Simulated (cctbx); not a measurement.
**Reading a Patterson map**

Space group P-62m (no. 189), a = 7.1600 Å, b = 7.1600 Å, c = 3.9350 Å, α = 90.00°, β = 90.00°, γ = 120.00°, content Pt3 Lu3 Zr3.

The data are simulated with cctbx, not measured: Mo Kα, λ = 0.71073 Å, to d = 0.75 Å, 95 % of the full sphere, strongest reflection 20000 counts, noise from counting, a 4 % proportional error and a noise floor of 4 counts (s.d.); no absorption.

Patterson synthesis, origin scaled to 1000:

```text
Patterson group P 6/m m m
      u       v       w   height  length (A)
  0.000   0.000   0.000   1000.0     0.00
  0.333   0.667   0.500    312.3     4.58
  0.040   0.319   0.500    174.3     2.92
  0.000   0.395   0.000    166.7     2.83
  0.333   0.667   0.000    147.9     4.13
  0.206   0.603   0.000    133.3     3.80
  0.000   0.152   0.000      6.3     1.09
  0.249   0.498   0.064      4.2     3.10
  0.074   0.148   0.161      3.0     1.12
  0.000   0.340   0.259      1.4     2.64
  0.000   0.000   0.500      1.0     1.97
  0.000   0.139   0.108     -0.3     1.08
  0.000   0.000   0.263     -0.9     1.03
  0.000   0.103   0.202     -3.7     1.08
```

**Question.** Which atom pairs make the peaks, and where is the heaviest atom?

A peak at u stands for all pairs with xi − xj = u, with weight Σ ZiZj against Σ Z² = 38175 at the origin. Peak heights follow these weights only roughly, since form factors, motion and series ripples differ, all vectors within 0.55 Å of a peak are counted as merged into it though the farther ones add only part of their weight, and F(000) is left out, which lowers the whole map:

| u | v | w | shortest length (Å) | height | 1000 ΣZiZj/ΣZ² | pairs in the cell |
| --- | --- | --- | --- | --- | --- | --- |
| 0.333 | 0.667 | 0.500 | 4.57 | 312 | 319 | 2 × Pt–Pt |
| 0.040 | 0.319 | 0.500 | 2.92 | 174 | 301 | 1 × Pt–Lu, 1 × Pt–Zr, 1 × Lu–Zr |
| 0.000 | 0.395 | 0.000 | 2.83 | 167 | 309 | 2 × Pt–Zr, 1 × Pt–Lu |
| 0.333 | 0.667 | 0.000 | 4.13 | 148 | 159 | 1 × Pt–Pt |
| 0.206 | 0.603 | 0.000 | 3.80 | 133 | 132 | 1 × Lu–Lu |

The table stops at ten peaks or at a height of 45, below which ripples compete. In the model behind the data Pt, the heaviest element, has 2 independent sites: (0, 0, 1/2) and (1/3, 2/3, 0), up to an allowed shift of origin; the Pt–Pt vectors are differences of these positions and their symmetry mates. Elements of similar Z can't be told apart from the map alone. The whole model:

| atom | mult. | x | y | z | Ueq (Å²) |
| --- | --- | --- | --- | --- | --- |
| Pt1 | 1 | 0 | 0 | 1/2 | 0.0113 |
| Pt2 | 2 | 1/3 | 2/3 | 0 | 0.0160 |
| Lu1 | 3 | 0 | 0.6001 | 1/2 | 0.0124 |
| Zr1 | 3 | 0 | 0.2540 | 0 | 0.0195 |

This is a model crystal, built by substitution and not relaxed, with assumed displacement parameters.

[Logs are printed without paths, hosts, clocks, repeated set-up lines and the standing remarks that a program may print on its own settings, such as how far it seeks lower states.]
